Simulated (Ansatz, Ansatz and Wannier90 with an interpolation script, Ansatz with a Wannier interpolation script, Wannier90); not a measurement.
Planning a run of Ansatz 0.2.0 on GaAs (F-43m). The input:

```yaml
crystal:
  lattice:
    - [0.0, 2.7985815, 2.7985815]
    - [2.7985815, 0.0, 2.7985815]
    - [2.7985815, 2.7985815, 0.0]
  atoms:
    - { symbol: Ga, position: [0.0, 0.0, 0.0] }
    - { symbol: As, position: [0.75, 0.75, 0.75] }
kpoints:
  mp_grid: { grid: [6, 6, 6] }
hamiltonian:
  xc: r2scan
scf:
  occupations: { method: fixed }
gw:
  n_empty_bands: 201
  ecut_chi: 160.0
  qp_bands: [v3, c2]
  screening: { model: contour_deformation }
```

```sh
ansatz run input.yaml --threads 14 --pin off --max-ram 73728MiB --backend cpu --events-out ev --progress --plain --runs-dir out
```

Question: How long will it take on 14 threads of Arm Neoverse V2, shared host, and how much memory?

It took 68 s; on shared hardware allow 34 s to 2.3 min. Peak host memory was 2.1 GiB. The sizes that set the cost: 1139 plane waves a state, 16 irreducible k points, 215 bands summed, 181 plane waves in the screening and 7 SCF cycles.

The screening grows as filled bands × empty bands × pairs of k points, times the square of the screening basis for the matrix.

[Paths, hosts, dates, memory and timing lines, banners, echoed tables and standing remarks are left out of the program output.]

[Logs are printed without paths, hosts, clocks, repeated set-up lines and the standing remarks that a program may print on its own settings, such as how far it seeks lower states.]

[Runs of the session that timed out or met a known fault of the program may be left out.]

[Hosts, paths, dates, database ids (printed as entryN), source tags and the programs' standing remarks are cut or masked in the printed files.]
